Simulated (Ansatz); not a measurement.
# The perfect GaAs wire along [110], 6 atoms a period, H-terminated

Wanted: the relaxed geometry and the bands of the GaAs wire along [110], 6 atoms a period, H-terminated.

Calculated with Ansatz 0.2.0; DFT PBE, plane waves, PAW; relaxation of a wire's period; PAW set soft_1, in the first sound run; inputs show where later runs differ.

**1. Starting point**

The cell holds 14 atoms: 8 H, 3 Ga and 3 As. Cell: a = 12.920 Å, b = 13.446 Å, c = 4.066 Å, α = 90.0°, β = 90.0°, γ = 90.0°. Vacuum lies along a and b. The structure's axis is c.

**2. Relaxation of atoms and period**

Band widths follow the bond lengths, so the wire is relaxed first. The atoms and the third cell vector are free; the box across stays fixed as vacuum. A Fermi-Dirac smearing is set since the result may be a metal. The pressure printed is a third of the stress's trace over the whole box, vacuum included; only the stress along the axis is relaxed.

input.yaml

```yaml
crystal:
  lattice:
    - [12.92, 0.0, 0.0]
    - [0.0, 13.446, 0.0]
    - [0.0, 0.0, 4.0658639918]
  atoms:
    - { symbol: H, position: [0.373078908, 0.252863305, 0.0] }
    - { symbol: Ga, position: [0.443683662, 0.348807422, 0.0] }
    - { symbol: H, position: [0.736811636, 0.499999747, 0.182708374] }
    - { symbol: H, position: [0.263157895, 0.499999747, 0.311267102] }
    - { symbol: As, position: [0.554945272, 0.651192071, 0.5] }
    - { symbol: As, position: [0.554945272, 0.348807422, 0.5] }
    - { symbol: H, position: [0.62420943, 0.745314465, 0.5] }
    - { symbol: H, position: [0.62420943, 0.254685029, 0.5] }
    - { symbol: Ga, position: [0.666206882, 0.499999747, 0.5] }
    - { symbol: H, position: [0.263157895, 0.499999747, 0.688732898] }
    - { symbol: H, position: [0.736811636, 0.499999747, 0.817291626] }
    - { symbol: As, position: [0.332422052, 0.499999747, 0.0] }
    - { symbol: H, position: [0.373078908, 0.747136188, 0.0] }
    - { symbol: Ga, position: [0.443683662, 0.651192071, 0.0] }
kpoints:
  mp_grid: { grid: [1, 1, 20] }
scf:
  occupations: { method: fermi_dirac, width: 0.05 }
hamiltonian:
  xc: pbe
  pseudopotentials: { kind: paw, azcp: { folder: soft_1 } }
relax:
  cell: { fix: [a, b, alpha, beta, gamma] }
  max_steps: 45
  f_tol: 0.03
```

Command:

```sh
> ansatz run input.yaml --threads 4 --pin off --max-ram 16384MiB --backend cpu --events-out ev --progress --plain --runs-dir out
```

Numbers of over 12 decimals in the logs are rounded to 6 here.

What it wrote:

```text
Engine: ansatz 0.2.0, aarch64-unknown-linux-gnu
Pseudopotentials: kind: paw
Pseudopotential: H, paw, valence charge 1, recommended cutoff 420 eV (normal), soft_1/H.paw.azcp
Pseudopotential: Ga, paw, valence charge 13, recommended cutoff 420 eV (normal), soft_1/Ga.paw.azcp
Pseudopotential: As, paw, valence charge 15, recommended cutoff 420 eV (normal), soft_1/As.paw.azcp
Functional definition: PBE
  parameter kappa = 0.804
  parameter beta = 0.066725
  exchange = pbe_x(kappa = kappa, mu = beta*pi^2/3)
  correlation = pbe_c(beta = beta)
Crystal: 14 atoms, lattice volume = 706.331 Å³
Basis set: ecut = 420 eV, 13839 PW (Γ), exchange–correlation on 180×180×60 points (8 copies of the dense FFT grid, shifted against one another)
Bands: 60, of which v1, the nominal top of the filled ones, is band 46 counted from 1 (45 counted from 0)
Symmetry: 4 space group operations
Space group: Pmm2 (ITA 25), of the structure as read, at distance tolerance 8.9e-5 Å
k-points: 11 of 20
Non-local potential: H, projectors of the file, l = 0: 2, l = 1: 1
Non-local potential: Ga, projectors of the file, l = 0: 2, l = 1: 2, l = 2: 3, l = 3: 1
Non-local potential: As, projectors of the file, l = 0: 2, l = 1: 2, l = 2: 3, l = 3: 1
PAW form: soft (Blöchl's): semilocal exchange-correlation on the pseudo side does not see the compensation charge
PAW one-centre angular grid: H, 110 points (default); XC on 64 Gauss nodes
PAW one-centre angular grid: Ga, 590 points (default); XC on 64 Gauss nodes
PAW one-centre angular grid: As, 590 points (default); XC on 64 Gauss nodes
Initial density: superposition of atomic densities (neutral atoms: chi_scale 0, normalization atom)
Initial wavefunctions: pseudopotential atomic-orbital guess
Functional: x = pbe(κ = 0.804, μ = 0.219515), c = pbe(β = 0.066725)
SCF iter   1: F=—  HF=-26045.379922 eV  |F-HF|=—  |Δ(HF+E_count)|=         —  Δρ=3.33e-2  dr2=8.31e0  ethr=3.10e-3  ⟨swp⟩=7.0  Hψ=2916  notcnv=0  defer=4
preconditioner: auto → Resta (q_TF=auto, 1.942 Å⁻¹)  ε∞=1.6  [insulator: Δε(μ)=2.091 eV  Ē_g=13.884 eV  σ=0.050 eV  W_gap=1.00  n_scr=92 (ndim 8)  ℏωp=11.0 eV  f_vac=0.630  D(μ)=0.00/eV (n_scr^D=0)  ε∞_Penn≈1.6  vacuum switching on, ρ_ref=1.4e-2 e/Å³]
SCF iter   2: F=—  HF=-26043.040495 eV  |F-HF|=—  |Δ(HF+E_count)|=    2.34e0  Δρ=1.36e-2  dr2=1.37e0  ethr=3.10e-3  ⟨swp⟩=3.2  Hψ=1042  notcnv=0  defer=95
preconditioner: auto → LDOS  [metal: Δε(μ)=0.011 eV  Ē_g=13.939 eV  σ=0.050 eV  W_gap=0.05  n_scr=92 (ndim 8)  ℏωp=11.0 eV  f_vac=0.649  D(μ)=1.47/eV (n_scr^D=4)  β→1.0]
SCF iter   3: F=—  HF=-26042.833660 eV  |F-HF|=—  |Δ(HF+E_count)|=   2.07e-1  Δρ=5.70e-3  dr2=5.37e-1  ethr=1.49e-3  ⟨swp⟩=3.4  Hψ=1254  notcnv=0  defer=82
SCF iter   4: F=—  HF=-26042.700364 eV  |F-HF|=—  |Δ(HF+E_count)|=   1.33e-1  Δρ=2.84e-3  dr2=1.18e-1  ethr=5.84e-4  ⟨swp⟩=4.0  Hψ=1092  notcnv=0  defer=82
SCF iter   5: F=—  HF=-26042.685052 eV  |F-HF|=—  |Δ(HF+E_count)|=   1.53e-2  Δρ=1.34e-3  dr2=4.36e-2  ethr=1.28e-4  ⟨swp⟩=3.2  Hψ=1207  notcnv=0  defer=79
SCF iter   6: F=—  HF=-26042.679540 eV  |F-HF|=—  |Δ(HF+E_count)|=   5.51e-3  Δρ=6.94e-4  dr2=1.23e-2  ethr=4.74e-5  ⟨swp⟩=2.0  Hψ=659  notcnv=0  defer=79
SCF iter   7: F=—  HF=-26042.677946 eV  |F-HF|=—  |Δ(HF+E_count)|=   1.59e-3  Δρ=1.59e-4  dr2=2.89e-4  ethr=1.34e-5  ⟨swp⟩=2.0  Hψ=647  notcnv=0  defer=79
SCF iter   8: F=—  HF=-26042.677954 eV  |F-HF|=—  |Δ(HF+E_count)|=   7.65e-6  Δρ=5.46e-5  dr2=1.52e-5  ethr=3.14e-7  ⟨swp⟩=2.0  Hψ=925  notcnv=0  defer=79
SCF iter   9: F=—  HF=-26042.677963 eV  |F-HF|=—  |Δ(HF+E_count)|=   8.93e-6  Δρ=1.69e-5  dr2=1.42e-6  ethr=1.65e-8  ⟨swp⟩=2.0  Hψ=821  notcnv=0  defer=79
SCF iter  10: F=—  HF=-26042.677966 eV  |F-HF|=—  |Δ(HF+E_count)|=   2.90e-6  Δρ=4.50e-6  dr2=2.85e-7  ethr=1.55e-9  ⟨swp⟩=2.1  Hψ=1036  notcnv=0  defer=79
SCF iter  11: F=-26042.677966 eV  HF=-26042.677966 eV  |F-HF|=7.33e-9  |Δ(HF+E_count)|=   1.30e-7  Δρ=1.48e-6  dr2=2.12e-8  ethr=1.09e-10  ⟨swp⟩=4.1  Hψ=2182  notcnv=0
SCF 1 converged in 11 iterations: F = -26042.677966 eV  dr2 = 2.12e-8
  greatest PAW one-centre occupation: 0.999 electrons in one spin orbital (limit 2), on the As atom at site 11 (counted from 0), in its partial waves of l = 2
relax step   1: F+E_penalty+E_count = -26042.67796587 eV  Δ(F+E_penalty+E_count) = +0.000e0 eV  max|allowed force component| = 1.298e0 eV/Å  Δτ_max = 0.0000 Å  P = +0.081 GPa  Ω = 706.331 Å³  fix = [a, b, alpha, beta, gamma]  reactions: a -0.249, b -0.237 GPa  (11 SCF iters, dr2 threshold 1.00e-7 eV, accepted)
Crystal: 14 atoms, lattice volume = 720.798 Å³
Basis set: ecut = 420 eV, 14051 PW (Γ), exchange–correlation on 180×180×60 points (8 copies of the dense FFT grid, shifted against one another)
Initial density: handed on by an earlier stage of this run
Initial wavefunctions: those handed on with the density
iter 1 solved again at ethr=6.50e-4 eV; its pass at ethr=3.10e-3 eV (dr2=5.98e-1 eV) is discarded
SCF iter   1: F=—  HF=-26043.603952 eV  |F-HF|=—  |Δ(HF+E_count)|=         —  Δρ=1.19e-2  dr2=6.07e-1  ethr=6.50e-4  ⟨swp⟩=2.3  Hψ=3376  notcnv=0
preconditioner: auto → Resta (q_TF=auto, 1.936 Å⁻¹)  ε∞=1.6  [insulator: Δε(μ)=1.154 eV  Ē_g=13.637 eV  σ=0.050 eV  W_gap=1.00  n_scr=92 (ndim 8)  ℏωp=10.9 eV  f_vac=0.679  D(μ)=0.00/eV (n_scr^D=0)  ε∞_Penn≈1.6  vacuum switching on, ρ_ref=1.3e-2 e/Å³]
SCF iter   2: F=—  HF=-26043.491450 eV  |F-HF|=—  |Δ(HF+E_count)|=   1.13e-1  Δρ=5.75e-3  dr2=1.10e-1  ethr=6.50e-4  ⟨swp⟩=3.9  Hψ=1277  notcnv=0  defer=9
SCF iter   3: F=—  HF=-26043.487147 eV  |F-HF|=—  |Δ(HF+E_count)|=   4.30e-3  Δρ=1.26e-3  dr2=1.92e-2  ethr=1.19e-4  ⟨swp⟩=3.0  Hψ=1382  notcnv=0  defer=71
SCF iter   4: F=—  HF=-26043.483051 eV  |F-HF|=—  |Δ(HF+E_count)|=   4.10e-3  Δρ=3.34e-4  dr2=8.24e-4  ethr=2.09e-5  ⟨swp⟩=2.8  Hψ=1194  notcnv=0  defer=71
SCF iter   5: F=—  HF=-26043.483087 eV  |F-HF|=—  |Δ(HF+E_count)|=   3.56e-5  Δρ=9.36e-5  dr2=7.62e-5  ethr=8.96e-7  ⟨swp⟩=2.2  Hψ=869  notcnv=0  defer=74
SCF iter   6: F=—  HF=-26043.483085 eV  |F-HF|=—  |Δ(HF+E_count)|=   1.17e-6  Δρ=3.46e-5  dr2=1.03e-5  ethr=8.28e-8  ⟨swp⟩=2.0  Hψ=1092  notcnv=0  defer=74
SCF iter   7: F=-26043.483085 eV  HF=-26043.483085 eV  |F-HF|=5.90e-7  |Δ(HF+E_count)|=   2.72e-7  Δρ=1.03e-5  dr2=1.11e-6  ethr=1.52e-9  ⟨swp⟩=3.1  Hψ=2645  notcnv=0
SCF 2 converged in 7 iterations: F = -26043.483085 eV  dr2 = 1.11e-6
[...]
preconditioner: auto → Resta (q_TF=auto, 1.928 Å⁻¹)  ε∞=1.6  [insulator: Δε(μ)=1.428 eV  Ē_g=13.752 eV  σ=0.050 eV  W_gap=1.00  n_scr=88 (ndim 8)  ℏωp=10.8 eV  f_vac=0.684  D(μ)=0.00/eV (n_scr^D=0)  ε∞_Penn≈1.6  vacuum switching on, ρ_ref=1.4e-2 e/Å³]
SCF iter   2: F=—  HF=-26043.550684 eV  |F-HF|=—  |Δ(HF+E_count)|=   1.46e-2  Δρ=1.87e-3  dr2=1.26e-2  ethr=8.43e-5  ⟨swp⟩=3.4  Hψ=1026  notcnv=0
SCF iter   3: F=—  HF=-26043.550487 eV  |F-HF|=—  |Δ(HF+E_count)|=   1.97e-4  Δρ=5.30e-4  dr2=2.45e-3  ethr=1.37e-5  ⟨swp⟩=2.0  Hψ=1311  notcnv=0  defer=1
SCF iter   4: F=—  HF=-26043.549890 eV  |F-HF|=—  |Δ(HF+E_count)|=   5.96e-4  Δρ=1.39e-4  dr2=9.63e-5  ethr=2.66e-6  ⟨swp⟩=2.0  Hψ=1162  notcnv=0  defer=1
SCF iter   5: F=—  HF=-26043.549882 eV  |F-HF|=—  |Δ(HF+E_count)|=   8.64e-6  Δρ=3.22e-5  dr2=7.79e-6  ethr=1.05e-7  ⟨swp⟩=2.0  Hψ=1188  notcnv=0  defer=1
SCF iter   6: F=-26043.549881 eV  HF=-26043.549880 eV  |F-HF|=8.68e-8  |Δ(HF+E_count)|=   1.13e-6  Δρ=1.38e-5  dr2=1.14e-6  ethr=1.52e-9  ⟨swp⟩=5.0  Hψ=2663  notcnv=0
SCF 3 converged in 6 iterations: F = -26043.549881 eV  dr2 = 1.14e-6
relax step   3: F+E_penalty+E_count = -26043.54988058 eV  Δ(F+E_penalty+E_count) = -6.680e-2 eV  max|allowed force component| = 1.922e-1 eV/Å  Δτ_max = 0.0914 Å  P = +0.035 GPa  Ω = 739.654 Å³  energy of the carried Pulay correction = -4.741e-3 eV  fix = [a, b, alpha, beta, gamma]  reactions: a +0.026, b +0.089 GPa  (6 SCF iters, dr2 threshold 1.40e-6 eV, accepted)
[...]
relax step   4: F+E_penalty+E_count = -26043.55676868 eV  Δ(F+E_penalty+E_count) = -6.888e-3 eV  max|allowed force component| = 8.693e-2 eV/Å  Δτ_max = 0.0374 Å  P = -0.069 GPa  Ω = 741.626 Å³  energy of the carried Pulay correction = -5.015e-3 eV  fix = [a, b, alpha, beta, gamma]  reactions: a -0.062, b -0.071 GPa  (6 SCF iters, dr2 threshold 1.40e-6 eV, accepted)
[...]
relax step   5: F+E_penalty+E_count = -26043.55921572 eV  Δ(F+E_penalty+E_count) = -2.447e-3 eV  max|allowed force component| = 1.229e-2 eV/Å  Δτ_max = 0.0132 Å  P = -0.010 GPa  Ω = 740.437 Å³  energy of the carried Pulay correction = -4.850e-3 eV  fix = [a, b, alpha, beta, gamma]  reactions: a -0.012, b -0.004 GPa  (5 SCF iters, dr2 threshold 4.72e-7 eV, accepted)
Initial wavefunctions: pseudopotential atomic-orbital guess (no wavefunctions were taken with the density)
iter 1 solved again at ethr=5.91e-7 eV; its pass at ethr=3.10e-3 eV (dr2=5.44e-4 eV) is discarded
SCF iter   1: F=—  HF=-26043.543045 eV  |F-HF|=—  |Δ(HF+E_count)|=         —  Δρ=2.62e-4  dr2=1.60e-5  ethr=5.91e-7  ⟨swp⟩=3.4  Hψ=4472  notcnv=0
preconditioner: auto → Resta (q_TF=auto, 1.927 Å⁻¹)  ε∞=1.6  [insulator: Δε(μ)=1.574 eV  Ē_g=13.710 eV  σ=0.050 eV  W_gap=1.00  n_scr=88 (ndim 8)  ℏωp=10.7 eV  f_vac=0.680  D(μ)=0.00/eV (n_scr^D=0)  ε∞_Penn≈1.6  vacuum switching on, ρ_ref=1.4e-2 e/Å³]
SCF iter   2: F=—  HF=-26043.558209 eV  |F-HF|=—  |Δ(HF+E_count)|=   1.52e-2  Δρ=1.32e-4  dr2=5.29e-6  ethr=1.74e-8  ⟨swp⟩=2.9  Hψ=1193  notcnv=0
SCF iter   3: F=—  HF=-26043.564867 eV  |F-HF|=—  |Δ(HF+E_count)|=   6.66e-3  Δρ=2.91e-5  dr2=1.43e-6  ethr=5.75e-9  ⟨swp⟩=2.9  Hψ=1197  notcnv=0
SCF iter   4: F=—  HF=-26043.565366 eV  |F-HF|=—  |Δ(HF+E_count)|=   4.99e-4  Δρ=2.70e-6  dr2=6.29e-8  ethr=1.55e-9  ⟨swp⟩=2.0  Hψ=1087  notcnv=0
SCF iter   5: F=—  HF=-26043.565369 eV  |F-HF|=—  |Δ(HF+E_count)|=   2.23e-6  Δρ=1.28e-6  dr2=8.45e-9  ethr=6.84e-11  ⟨swp⟩=2.0  Hψ=791  notcnv=0
SCF iter   6: F=—  HF=-26043.565370 eV  |F-HF|=—  |Δ(HF+E_count)|=   1.67e-6  Δρ=3.91e-7  dr2=2.51e-9  ethr=9.18e-12  ⟨swp⟩=2.0  Hψ=997  notcnv=0
SCF iter   7: F=-26043.565370 eV  HF=-26043.565370 eV  |F-HF|=3.64e-11  |Δ(HF+E_count)|=   6.79e-8  Δρ=9.13e-8  dr2=1.08e-10  ethr=1.00e-12  ⟨swp⟩=3.1  Hψ=2713  notcnv=0
SCF 6 converged in 7 iterations: F = -26043.565370 eV  dr2 = 1.08e-10
relax step   6: F+E_penalty+E_count = -26043.56537038 eV  Δ(F+E_penalty+E_count) = -6.155e-3 eV  max|allowed force component| = 1.094e-2 eV/Å  Δτ_max = 0.0000 Å  P = -0.005 GPa  Ω = 740.437 Å³  fix = [a, b, alpha, beta, gamma]  reactions: a -0.010, b -0.001 GPa  stress off target by 3.07e-3 GPa on what of the cell is left free  SCF on the basis re-selected at this cell (its energy is not comparable with the rows above)  (7 SCF iters)
basis re-selected at this cell: Δ(F+E_penalty+E_count) = -6.155e-3 eV, ΔP = +0.006 GPa vs the last step (what re-selecting the basis moved, of the pressure what is left beyond the Pulay correction that the steps carried, after the strain that the cell walked since its last selection, with what the two solves' SCF thresholds leave and, on support functions, any second-order correction that the steps lacked; it is no m [...]
SCF converged after 7 iterations
Free energy (F): -26043.565370 eV
Harris-Foulkes:  -26043.565370 eV  (|F-HF|=3.64e-11)
Internal energy: -26043.565370 eV  (E = F + TS)
E sigma→0 (E₀):  -26043.565370 eV
Entropy (-TS):   -0.000000 eV (-0.000 meV/atom)
Fermi energy:    -1.545385 eV
--- Per-component energies (eV) ---
  E_band       = -1854.893997
  E_kinetic    = 728.345480
  E_local      = -36147.536559  (includes V_loc(G=0)·N_el)
  E_nonlocal   = -1453.864355
  E_hartree    = 18527.774437
  E_xc         = -468.174676
  E_vxc        = -475.078457  (∫ρ·V_xc dr)
  E_paw        = -12018.582877  (= ΣΔE_a)
  E_vpaw       = -1562.299928  (= ΣTr[D̂ρ^β])
  E_aug_tail   = -0.008221  (compensation charges beyond the density's cutoff)
  E_ewald      = 4788.481401
  E_smearing   = -0.000000  (= −TS)
  E_closure    = -0.000000  (closes the sum)
  Σ components = -26043.565370   (vs F -26043.565370, Δ=0.00e0)
--- Forces (eV/Å), atoms counted from 1 ---
  atom   1  H     -0.00213774     0.00154520    -0.00000000
  atom   2  Ga    -0.00003354     0.00238482     0.00000000
  atom   3  H     -0.00724824     0.00000000     0.01093765
  atom   4  H      0.00037617    -0.00000000    -0.00618597
  atom   5  As     0.00286763     0.00442716    -0.00000000
  atom   6  As     0.00286763    -0.00442716    -0.00000000
  atom   7  H     -0.00021390    -0.00327580    -0.00000000
  atom   8  H     -0.00021390     0.00327580    -0.00000000
  atom   9  Ga     0.00845497    -0.00000000     0.00000000
  atom  10  H      0.00037617    -0.00000000     0.00618597
  atom  11  H     -0.00724824     0.00000000    -0.01093765
  atom  12  As     0.00432452    -0.00000000     0.00000000
  atom  13  H     -0.00213774    -0.00154520     0.00000000
  atom  14  Ga    -0.00003354    -0.00238482     0.00000000
  max |Σ_I F_I| component: 2.56e-7 eV/Å
--- Stress (GPa, compression-positive) ---
       -0.010264       0.000000      -0.000000
        0.000000      -0.000993       0.000000
       -0.000000       0.000000      -0.003065
  P = ⅓ Tr σ = -0.0048 GPa (-0.048 kbar)
--- Relaxed structure (5 steps of the walk, 5 accepted, 1 SCFs on fresh bases) ---
  F+E_penalty+E_count = -26043.56537038 eV   max|allowed force component| = 1.094e-2 eV/Å   (the final SCF, on the basis selected at the relaxed cell)
  cell:  # Å, volume = 740.4374 Å³
    - [12.92, 0, 0]
    - [0, 13.446, 0]
    - [0, 0, 4.262189]
  atoms:
    - { symbol: H, position: [0.368565, 0.245178, 1.0630040172733414e-18] }
    - { symbol: Ga, position: [0.445250, 0.335205, 0] }
    - { symbol: H, position: [0.735523, 0.500000, 0.180685] }
    - { symbol: H, position: [0.271159, 0.500000, 0.264077] }
    - { symbol: As, position: [0.547841, 0.640489, 0.5] }
    - { symbol: As, position: [0.547841, 0.359511, 0.5] }
    - { symbol: H, position: [0.612297, 0.735494, 0.5] }
    - { symbol: H, position: [0.612297, 0.264506, 0.5] }
    - { symbol: Ga, position: [0.678939, 0.500000, 0.5] }
    - { symbol: H, position: [0.271159, 0.500000, 0.735923] }
    - { symbol: H, position: [0.735523, 0.500000, 0.819315] }
    - { symbol: As, position: [0.350191, 0.500000, -2.867649702537043e-18] }
    - { symbol: H, position: [0.368565, 0.754822, 1.0630040172733416e-18] }
    - { symbol: Ga, position: [0.445250, 0.664795, 0] }
```

Run time: 72 s. Hardware: 4 threads of Arm Neoverse V1, shared host; peak memory 1.4 GiB; 4.6 min of CPU time.

Step by step:

```csv
step,energy less that of the first step (eV),largest force component (eV/Å),pressure (GPa),volume (Å³)
1,0.0000,1.2979,0.08,706.33
2,-0.8051,0.5491,-0.03,720.80
3,-0.8719,0.1922,0.04,739.65
4,-0.8788,0.0869,-0.07,741.63
5,-0.8813,0.0123,-0.01,740.44
6*,-0.8874,0.0109,0.00,740.44
```

Relaxation steps marked * repeat the geometry before them on a plane-wave basis chosen anew for their cell, so energy and pressure can jump there.

Forces are held to the 4 operations that the run works with; a distortion that breaks them can't arise in this run.

```csv
cell as run,before,after,change
c (Å),4.066,4.262,+4.8 %
```

The atoms that moved most (Å, along periodic axes as changes of fractional coordinates times the final cell, across vacuum about the mean position):

```csv
atom,dx,dy,dz,length
As12,0.230,0.000,0.000,0.230
H10,0.103,0.000,0.201,0.226
H4,0.103,0.000,-0.201,0.226
H7,-0.154,-0.132,0.000,0.203
H8,-0.154,0.132,0.000,0.203
Ga14,0.020,0.183,0.000,0.184
Ga2,0.020,-0.183,0.000,0.184
As6,-0.092,0.144,0.000,0.171
```

Final coordinates:

```cif
data_structure
_symmetry_space_group_name_H-M 'P 1'
_symmetry_Int_Tables_number 1
_cell_length_a 12.9200
_cell_length_b 13.4460
_cell_length_c 4.2622
_cell_angle_alpha 90.000
_cell_angle_beta 90.000
_cell_angle_gamma 90.000
_cell_volume 740.44
loop_
_atom_site_label
_atom_site_type_symbol
_atom_site_fract_x
_atom_site_fract_y
_atom_site_fract_z
_atom_site_occupancy
H1 H 0.36856 0.24518 0.00000 1
Ga2 Ga 0.44525 0.33521 0.00000 1
H3 H 0.73552 0.50000 0.18069 1
H4 H 0.27116 0.50000 0.26408 1
As5 As 0.54784 0.64049 0.50000 1
As6 As 0.54784 0.35951 0.50000 1
H7 H 0.61230 0.73549 0.50000 1
H8 H 0.61230 0.26451 0.50000 1
Ga9 Ga 0.67894 0.50000 0.50000 1
H10 H 0.27116 0.50000 0.73592 1
H11 H 0.73552 0.50000 0.81931 1
As12 As 0.35019 0.50000 0.00000 1
H13 H 0.36856 0.75482 0.00000 1
Ga14 Ga 0.44525 0.66479 0.00000 1
```

This step gave:

```
cell length along the wire : 4.262 Å
```

The cell's length comes to 4.262 Å with spin left out.

[end of part 1 of 3]

[Logs are printed without paths, hosts, clocks, repeated set-up lines and the standing remarks that a program may print on its own settings, such as how far it seeks lower states.]

[Hosts, paths, dates, database ids (printed as entryN), source tags and the programs' standing remarks are cut or masked in the printed files.]
